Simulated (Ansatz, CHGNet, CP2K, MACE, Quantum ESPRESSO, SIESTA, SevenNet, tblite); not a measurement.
## Mg2+ BF4- in dimethyl sulfoxide and 1,3-dioxolane at 400 K (73 atoms): runs against a plane-wave reference

Density of this cell: 1.53 g/cm³. The cell holds 73 atoms: 11 C, 6 O, 30 H, 4 S, 4 B, 16 F and 2 Mg. Cell: a = 9.474 Å, b = 9.474 Å, c = 9.474 Å, α = 90.0°, β = 90.0°, γ = 90.0°. 4 dimethyl sulfoxide, 1 1,3-dioxolane, 2 Mg2+, 4 BF4- placed at random, at 1.53 g/cm³; overlaps pushed apart, then 10 ps at 550 K with stiff harmonic cages for PF6 and BF4 with UFF radii; divalent ions of Li, Roberts, Chakravorty and Merz (J. Chem. Theory Comput. 9, 2733 (2013)); MMFF94 bonds, angles, torsions, charges and radii (Halgren, J. Comput. Chem. 17, 490 (1996)) in harmonic and 12-6 forms; charges of ions scaled by 0.8. Snapshot after 30 ps at 400 K and fixed volume. Then every atom was moved at random, 0.03 Å r.m.s. a Cartesian component (hydrogen 0.6 of that).

Geometry: as built.

The reference, a calculation:

* method: Kohn-Sham DFT, PBE, SSSP efficiency 1.3.0 pseudopotentials, plane waves (Quantum ESPRESSO 7.5); sssp-pbe-1.3.0-efficiency, cutoffs 60/480 Ry, Γ point
* r.m.s. force component: 1.636 eV/Å
* longest force: 7.959 eV/Å
* pressure: 4.313 GPa
* gap (highest filled to lowest empty level): 4.215 eV
* time: 97 s on 2 MPI ranks of Arm Neoverse V2, shared host
* CPU time: 3.2 min

Runs, in no order:
A. CP2K PBE, SZV-MOLOPT-SR, 800/50 Ry, SIGN filter 1e-07, SCF 1e-07: Kohn-Sham DFT, PBE, GTH-PBE pseudopotentials, Gaussian and plane waves, SZV-MOLOPT-SR-GTH, linear-scaling purification of the density matrix
B. SIESTA revPBE, PBE potentials, DZP, shift 0.01 Ry, mesh 500 Ry: Kohn-Sham DFT, revPBE, PseudoDojo 0.4.1 norm-conserving pseudopotentials (converted to PSML), numerical atomic orbitals (DZP), diagonalisation
C. CP2K PBE, DZVP-MOLOPT-SR, 800/50 Ry, OT DIIS: Kohn-Sham DFT, PBE, GTH-PBE pseudopotentials, Gaussian and plane waves, DZVP-MOLOPT-SR-GTH, orbital transformation
D. SIESTA PBE, SZP, shift 0.01 Ry, mesh 500 Ry: Kohn-Sham DFT, PBE, PseudoDojo 0.4.1 norm-conserving pseudopotentials (converted to PSML), numerical atomic orbitals (SZP), diagonalisation
E. QE PBE+D3(BJ), sssp-1.3.0-efficiency, 60/480 Ry: Kohn-Sham DFT, PBE+D3(BJ), SSSP efficiency 1.3.0 pseudopotentials, plane waves

**Question.** Rank the runs by how far their forces lie from the reference's, least first.

E, C, B, D, A.

```tsv
run	Δ force, r.m.s. (meV/Å)	share of r.m.s. force (%)	CPU time
E. QE PBE+D3(BJ), sssp-1.3.0-efficiency, 60/480 Ry	7.21	0.441	3.2 min
C. CP2K PBE, DZVP-MOLOPT-SR, 800/50 Ry, OT DIIS	214	13.1	5.4 min
B. SIESTA revPBE, PBE potentials, DZP, shift 0.01 Ry, mesh 500 Ry	325	19.9	2.2 min
D. SIESTA PBE, SZP, shift 0.01 Ry, mesh 500 Ry	1207	73.8	1.7 min
A. CP2K PBE, SZV-MOLOPT-SR, 800/50 Ry, SIGN filter 1e-07, SCF 1e-07	2537	155	58 s
```

The network of contacts between molecules at the start is that of the classical potential that made the cell, and needn't be the one that DFT or experiment would give. The electronic-structure runs sample only Γ, in a cell whose shortest periodic width is 9 Å.

[Logs are printed without paths, hosts, clocks, repeated set-up lines and the standing remarks that a program may print on its own settings, such as how far it seeks lower states.]

[Hosts, paths, dates, database ids (printed as entryN), source tags and the programs' standing remarks are cut or masked in the printed files.]

[The MMFF94 radii named for the starting cell were scaled by 0.96; in molecules described by MMFF94, hydrogen bound to N, O or S took a small fixed 12-6 site in their place.]
